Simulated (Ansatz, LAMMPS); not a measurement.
**Squeezing and shearing glassy 63SiO2-14B2O3-11Na2O-11CaO (mol %) (111 atoms)**

Aim: relax glassy 63SiO2-14B2O3-11Na2O-11CaO (mol %) (111 atoms), then change its volume and shape to read moduli from the stress.

Calculated with Ansatz 0.2.0; Kohn-Sham DFT, PBEsol, PAW (set soft_2), plane waves.

**1. Set-up**

The cell holds 111 atoms: 22 Si, 10 B, 8 Na, 4 Ca and 67 O. Cell: a = 11.089 Å, b = 11.089 Å, c = 11.089 Å, α = 90.0°, β = 90.0°, γ = 90.0°. 111 atoms (22 Si, 10 B, 8 Na, 4 Ca, 67 O) placed at random at 2.33 g/cm³, melted at 3000 K for 20 ps at fixed volume with the Buckingham and Coulomb pair potential of Guillot and Sator (Geochim. Cosmochim. Acta 71, 1249 (2007)) with the boron terms of Wang et al. (J. Non-Cryst. Solids 498, 294 (2018)). Quenched from 3000 K to 300 K at 10 K/ps and fixed volume, held 10 ps at zero pressure.

Limits known from the start: The quench rate of 10 K/ps far exceeds what a furnace or splat quench reaches, so expect more defects and frozen-in strain than in a real sample. The starting topology of bonds comes from the classical model, and needn't be the one that DFT or experiment would give. Sampling is at Γ alone.

**2. Single point at the start**

The forces at the start show how far the geometry lies from a minimum of this functional.

The input, input.yaml:

```yaml
crystal:
  lattice:
    - [11.08857, 0.0, 0.0]
    - [0.0, 11.08857, 0.0]
    - [0.0, 0.0, 11.08857]
  atoms:
    - { symbol: Si, position: [0.86494, 0.921, 0.05758] }
    - { symbol: Si, position: [0.66119, 0.08699, 0.64645] }
    - { symbol: Si, position: [0.72801, 0.55, 0.27824] }
    - { symbol: Si, position: [0.26456, 0.11906, 0.1348] }
    - { symbol: Si, position: [0.36486, 0.73466, 0.48144] }
    - { symbol: Si, position: [0.71727, 0.34385, 0.44545] }
    - { symbol: Si, position: [0.42945, 0.20743, 0.68487] }
    - { symbol: Si, position: [0.554, 0.14895, 0.32663] }
    - { symbol: Si, position: [0.98257, 0.57779, 0.37436] }
    - { symbol: Si, position: [0.85798, 0.02916, 0.48968] }
    - { symbol: Si, position: [0.37302, 0.33318, 0.26981] }
    - { symbol: Si, position: [0.7119, 0.9351, 0.27931] }
    - { symbol: Si, position: [0.12305, 0.53616, 0.60592] }
    - { symbol: Si, position: [0.99338, 0.29778, 0.36348] }
    - { symbol: Si, position: [0.64322, 0.03215, 0.92746] }
    - { symbol: Si, position: [0.10566, 0.18208, 0.78843] }
    - { symbol: Si, position: [0.43943, 0.46224, 0.04522] }
    - { symbol: Si, position: [0.43554, 0.89919, 0.09068] }
    - { symbol: Si, position: [0.72457, 0.7204, 0.72334] }
    - { symbol: Si, position: [0.66285, 0.31635, 0.94564] }
    - { symbol: Si, position: [0.35215, 0.02913, 0.49824] }
    - { symbol: Si, position: [0.64062, 0.4624, 0.70029] }
    - { symbol: B, position: [0.42781, 0.61844, 0.71885] }
    - { symbol: B, position: [0.99215, 0.31254, 0.94285] }
    - { symbol: B, position: [0.80372, 0.48292, 0.03523] }
    - { symbol: B, position: [0.32671, 0.25726, 0.9077] }
    - { symbol: B, position: [0.00945, 0.1439, 0.14019] }
    - { symbol: B, position: [0.35209, 0.68881, 0.95468] }
    - { symbol: B, position: [0.6895, 0.85762, 0.51505] }
    - { symbol: B, position: [0.52465, 0.71817, 0.27011] }
    - { symbol: B, position: [0.33492, 0.4009, 0.53169] }
    - { symbol: B, position: [0.112, 0.13567, 0.51884] }
    - { symbol: Na, position: [0.88667, 0.32329, 0.65621] }
    - { symbol: Na, position: [0.0768, 0.82107, 0.82389] }
    - { symbol: Na, position: [0.42345, 0.87858, 0.76375] }
    - { symbol: Na, position: [0.02565, 0.80232, 0.57267] }
    - { symbol: Na, position: [0.16918, 0.89805, 0.00625] }
    - { symbol: Na, position: [0.919, 0.97566, 0.78417] }
    - { symbol: Na, position: [0.08481, 0.91369, 0.30219] }
    - { symbol: Na, position: [0.26462, 0.6106, 0.25684] }
    - { symbol: Ca, position: [0.94926, 0.57641, 0.79419] }
    - { symbol: Ca, position: [0.20363, 0.48767, 0.85062] }
    - { symbol: Ca, position: [0.64272, 0.73545, 0.02812] }
    - { symbol: Ca, position: [0.0206, 0.61725, 0.07527] }
    - { symbol: O, position: [0.3679, 0.88138, 0.48217] }
    - { symbol: O, position: [0.21573, 0.26876, 0.83806] }
    - { symbol: O, position: [0.79723, 0.36834, 0.99102] }
    - { symbol: O, position: [0.12526, 0.07521, 0.13166] }
    - { symbol: O, position: [0.85964, 0.77299, 0.7483] }
    - { symbol: O, position: [0.86345, 0.32146, 0.43121] }
    - { symbol: O, position: [0.1198, 0.04496, 0.8542] }
    - { symbol: O, position: [0.37721, 0.32678, 0.62432] }
    - { symbol: O, position: [0.0288, 0.67236, 0.27833] }
    - { symbol: O, position: [0.98233, 0.20497, 0.25085] }
    - { symbol: O, position: [0.3803, 0.38044, 0.41153] }
    - { symbol: O, position: [0.5401, 0.95897, 0.00413] }
    - { symbol: O, position: [0.66697, 0.43477, 0.3441] }
    - { symbol: O, position: [0.67015, 0.75706, 0.59215] }
    - { symbol: O, position: [0.13984, 0.64928, 0.70345] }
    - { symbol: O, position: [0.57442, 0.39321, 0.03445] }
    - { symbol: O, position: [0.60662, 0.03367, 0.24239] }
    - { symbol: O, position: [0.63929, 0.0329, 0.78113] }
    - { symbol: O, position: [0.63158, 0.96782, 0.55483] }
    - { symbol: O, position: [0.0251, 0.43867, 0.3348] }
    - { symbol: O, position: [0.4082, 0.67985, 0.61121] }
    - { symbol: O, position: [0.43738, 0.0961, 0.39954] }
    - { symbol: O, position: [0.98118, 0.24888, 0.83214] }
    - { symbol: O, position: [0.97329, 0.83299, 0.02005] }
    - { symbol: O, position: [0.31483, 0.18778, 0.01736] }
    - { symbol: O, position: [0.83226, 0.57787, 0.37521] }
    - { symbol: O, position: [0.23762, 0.63908, 0.99276] }
    - { symbol: O, position: [0.44462, 0.69165, 0.36436] }
    - { symbol: O, position: [0.65416, 0.17225, 0.95687] }
    - { symbol: O, position: [0.37946, 0.07746, 0.63076] }
    - { symbol: O, position: [0.74466, 0.57027, 0.71739] }
    - { symbol: O, position: [0.66689, 0.83826, 0.38501] }
    - { symbol: O, position: [0.79761, 0.58443, 0.96331] }
    - { symbol: O, position: [0.2763, 0.22889, 0.24059] }
    [... 27 atom lines left out ...]
    - { symbol: O, position: [0.01561, 0.43693, 0.94991] }
    - { symbol: O, position: [0.61894, 0.63928, 0.24021] }
    - { symbol: O, position: [0.50034, 0.25472, 0.24597] }
    - { symbol: O, position: [0.99838, 0.06205, 0.49268] }
    - { symbol: O, position: [0.68743, 0.39967, 0.57604] }
    - { symbol: O, position: [0.3794, 0.65963, 0.83016] }
kpoints:
  mp_grid: { grid: [1, 1, 1] }
hamiltonian:
  xc: pbesol
scf:
  occupations: { method: gaussian, width: 0.025 }
output:
  forces: true
```

Started as:

```bash
> ansatz run input.yaml --threads 4 --pin off --max-ram 8192MiB --backend cpu --events-out ev --progress --plain --runs-dir out
```

Output:

```text
Engine: ansatz 0.2.0, x86_64-unknown-linux-gnu
Pseudopotentials: kind: paw
Pseudopotential: Si, paw, valence charge 4, recommended cutoff 420 eV (normal), Si.paw.azcp
Pseudopotential: B, paw, valence charge 3, recommended cutoff 420 eV (normal), B.paw.azcp
Pseudopotential: Na, paw, valence charge 9, recommended cutoff 420 eV (normal), Na.paw.azcp
Pseudopotential: Ca, paw, valence charge 10, recommended cutoff 420 eV (normal), Ca.paw.azcp
Pseudopotential: O, paw, valence charge 6, recommended cutoff 420 eV (normal), O.paw.azcp
Functional definition: PBEsol
  exchange = pbesol_x
  correlation = pbesol_c
Crystal: 111 atoms, lattice volume = 1363.410 Å³
Basis set: ecut = 420 eV, 26745 PW (Γ), exchange–correlation on 150×150×150 points (8 copies of the dense FFT grid, shifted against one another)
Bands: 427, of which v1, the nominal top of the filled ones, is band 316 counted from 1 (315 counted from 0)
Symmetry: 1 space group operations
Space group: P1 (ITA 1), of the structure as read, at distance tolerance 1.1e-4 Å
k-points: 1
Non-local potential: Si, projectors of the file, l = 0: 2, l = 1: 2, l = 2: 2
Non-local potential: B, projectors of the file, l = 0: 2, l = 1: 2, l = 2: 1
Non-local potential: Na, projectors of the file, l = 0: 3, l = 1: 2, l = 2: 1
Non-local potential: Ca, projectors of the file, l = 0: 3, l = 1: 2, l = 2: 2
Non-local potential: O, projectors of the file, l = 0: 2, l = 1: 2, l = 2: 1
PAW form: soft (Blöchl's): semilocal exchange-correlation on the pseudo side does not see the compensation charge
PAW frozen core: Si, regenerated for the run's functional, and the local potential with it (the file was generated under x = pbe(κ = 0.804, μ = 0.219515), c = pbe(β = 0.066725))
PAW frozen core: B, regenerated for the run's functional, and the local potential with it (the file was generated under x = pbe(κ = 0.804, μ = 0.219515), c = pbe(β = 0.066725))
PAW frozen core: Na, regenerated for the run's functional, and the local potential with it (the file was generated under x = pbe(κ = 0.804, μ = 0.219515), c = pbe(β = 0.066725))
PAW frozen core: Ca, regenerated for the run's functional, and the local potential with it (the file was generated under x = pbe(κ = 0.804, μ = 0.219515), c = pbe(β = 0.066725))
PAW frozen core: O, regenerated for the run's functional, and the local potential with it (the file was generated under x = pbe(κ = 0.804, μ = 0.219515), c = pbe(β = 0.066725))
PAW one-centre angular grid: Si, 110 points (default); XC on 64 Gauss nodes
PAW one-centre angular grid: B, 110 points (default); XC on 64 Gauss nodes
PAW one-centre angular grid: Na, 110 points (default); XC on 64 Gauss nodes
PAW one-centre angular grid: Ca, 110 points (default); XC on 64 Gauss nodes
PAW one-centre angular grid: O, 110 points (default); XC on 64 Gauss nodes
Initial density: superposition of atomic densities (neutral atoms: chi_scale 0, normalization atom), corrected by the library's trained network
Initial wavefunctions: pseudopotential atomic-orbital guess
Functional: x = pbesol(κ = 0.804, μ = 0.123457), c = pbesol(β = 0.046)
SCF iter   1: F=—  HF=-71867.108757 eV  |F-HF|=—  |Δ(HF+E_count)|=         —  Δρ=1.18e-2  dr2=1.60e0  ethr=1.77e-3  ⟨swp⟩=7.0  Hψ=2067  notcnv=0  defer=96
preconditioner: auto → Resta (q_TF=auto, 2.400 Å⁻¹)  ε∞=3.2  [insulator: Δε(μ)=2.495 eV  Ē_g=16.871 eV  σ=0.025 eV  W_gap=1.00  n_scr=304 (ndim 8)  ℏωp=24.8 eV  f_vac=0.123  D(μ)=0.00/eV (n_scr^D=0)  ε∞_Penn≈3.2]
SCF iter   2: F=—  HF=-71866.648356 eV  |F-HF|=—  |Δ(HF+E_count)|=   4.60e-1  Δρ=2.27e-3  dr2=7.89e-2  ethr=2.54e-4  ⟨swp⟩=2.0  Hψ=697  notcnv=0  defer=107
SCF iter   3: F=—  HF=-71866.636988 eV  |F-HF|=—  |Δ(HF+E_count)|=   1.14e-2  Δρ=1.08e-3  dr2=2.58e-2  ethr=1.25e-5  ⟨swp⟩=2.0  Hψ=534  notcnv=0  defer=46
automatic band count: iteration 3 solves 366 bands in place of 427: the levels show a gap, and the empty bands left out lie too high to hold charge; the band table lists the bands solved (type scf.n_extra_bands for more)
SCF iter   4: F=—  HF=-71866.633641 eV  |F-HF|=—  |Δ(HF+E_count)|=   3.35e-3  Δρ=6.77e-4  dr2=6.67e-3  ethr=4.08e-6  ⟨swp⟩=2.0  Hψ=535  notcnv=0  defer=46
SCF iter   5: F=—  HF=-71866.632488 eV  |F-HF|=—  |Δ(HF+E_count)|=   1.15e-3  Δρ=1.81e-4  dr2=5.44e-4  ethr=1.06e-6  ⟨swp⟩=2.0  Hψ=543  notcnv=0  defer=46
SCF iter   6: F=—  HF=-71866.632626 eV  |F-HF|=—  |Δ(HF+E_count)|=   1.38e-4  Δρ=1.09e-4  dr2=1.41e-4  ethr=8.60e-8  ⟨swp⟩=2.0  Hψ=719  notcnv=0  defer=46
SCF iter   7: F=—  HF=-71866.632638 eV  |F-HF|=—  |Δ(HF+E_count)|=   1.18e-5  Δρ=3.28e-5  dr2=1.55e-5  ethr=2.23e-8  ⟨swp⟩=2.0  Hψ=543  notcnv=0  defer=46
SCF iter   8: F=—  HF=-71866.630785 eV  |F-HF|=—  |Δ(HF+E_count)|=   1.85e-3  Δρ=1.51e-5  dr2=2.88e-6  ethr=2.46e-9  ⟨swp⟩=2.0  Hψ=636  notcnv=0  defer=46
SCF iter   9: F=—  HF=-71866.630787 eV  |F-HF|=—  |Δ(HF+E_count)|=   2.21e-6  Δρ=6.24e-6  dr2=5.96e-7  ethr=4.56e-10  ⟨swp⟩=2.0  Hψ=617  notcnv=0  defer=46
SCF iter  10: F=-71866.630788 eV  HF=-71866.630788 eV  |F-HF|=1.30e-7  |Δ(HF+E_count)|=   5.93e-7  Δρ=2.36e-6  dr2=9.36e-8  ethr=1.58e-11  ⟨swp⟩=3.0  Hψ=1316  notcnv=0
SCF 1 converged in 10 iterations: F = -71866.630788 eV  dr2 = 9.36e-8
  greatest PAW one-centre occupation: 0.999 electrons in one spin orbital (limit 2), on the Na atom at site 36 (counted from 0), in its partial waves of l = 0
SCF converged after 10 iterations
Free energy (F): -71866.630788 eV
Harris-Foulkes:  -71866.630788 eV  (|F-HF|=1.30e-7)
Internal energy: -71866.630788 eV  (E = F + TS)
E sigma→0 (E₀):  -71866.630788 eV
Fermi energy:    6.127145 eV
--- Per-component energies (eV) ---
  E_band       = -4136.786611
  E_kinetic    = 15408.471321
  E_local      = -45291.593661  (includes V_loc(G=0)·N_el)
  E_nonlocal   = 5067.017085
  E_hartree    = 16285.309345
  E_xc         = -7275.137435
  E_vxc        = -8781.674596  (∫ρ·V_xc dr)
  E_paw        = -27368.735826  (= ΣΔE_a)
  E_vpaw       = -3109.802191  (= ΣTr[D̂ρ^β])
  E_aug_tail   = 0.170131  (compensation charges beyond the density's cutoff)
  E_ewald      = -28696.250209
  E_core_change = 4.118461  (= ΣΔE_core)
  E_smearing   = -0.000000  (= −TS)
  E_closure    = 0.000000  (closes the sum)
  Σ components = -71866.630788   (vs F -71866.630788, Δ=0.00e0)
--- Forces (eV/Å), atoms counted from 1 ---
  atom   1  Si     2.21548095     3.60042617     2.23017990
  atom   2  Si    -1.73680142    -3.92879714    -2.20988293
  atom   3  Si     1.24639533    -2.00334758     0.71422641
  atom   4  Si    -0.79446070     4.29883052    -0.58947632
  atom   5  Si    -3.50789243    -0.31534480    -0.41398440
  atom   6  Si     0.90941140    -0.84262471    -2.11813547
  atom   7  Si    -0.33666617    -1.01508426     0.23908380
  atom   8  Si     0.70019009    -0.74904597     0.92424095
  atom   9  Si    -0.92169195    -2.22874049    -0.92779037
  atom  10  Si     0.00335849    -2.24936019    -1.64797594
  atom  11  Si     1.61005612    -2.73687831     1.74817351
  atom  12  Si     0.05976905     0.89436811     3.49316300
  atom  13  Si    -0.09940399     1.04130049     1.51666397
  atom  14  Si     0.03114566    -0.45619313    -0.98385255
[...]
atom 110  O     -0.21538053    -0.19694175     0.71397947
  atom 111  O     -0.04342489     0.08182083    -2.57288077
  max |Σ_I F_I| component: 3.65e-5 eV/Å
```

It took 9.5 s on 4 threads of Intel Xeon Platinum 8559C (Emerald Rapids), shared host; peak memory 2 GiB; 34 s of CPU time.

The r.m.s. force at the start is 1.1 eV/Å.

(Continued in part 2 of 5.)

[Long decimals in the printed logs are rounded to 6 places.]

[Logs are printed without paths, hosts, clocks, repeated set-up lines and the standing remarks that a program may print on its own settings, such as how far it seeks lower states.]

[Hosts, paths, dates, database ids (printed as entryN), source tags and the programs' standing remarks are cut or masked in the printed files.]
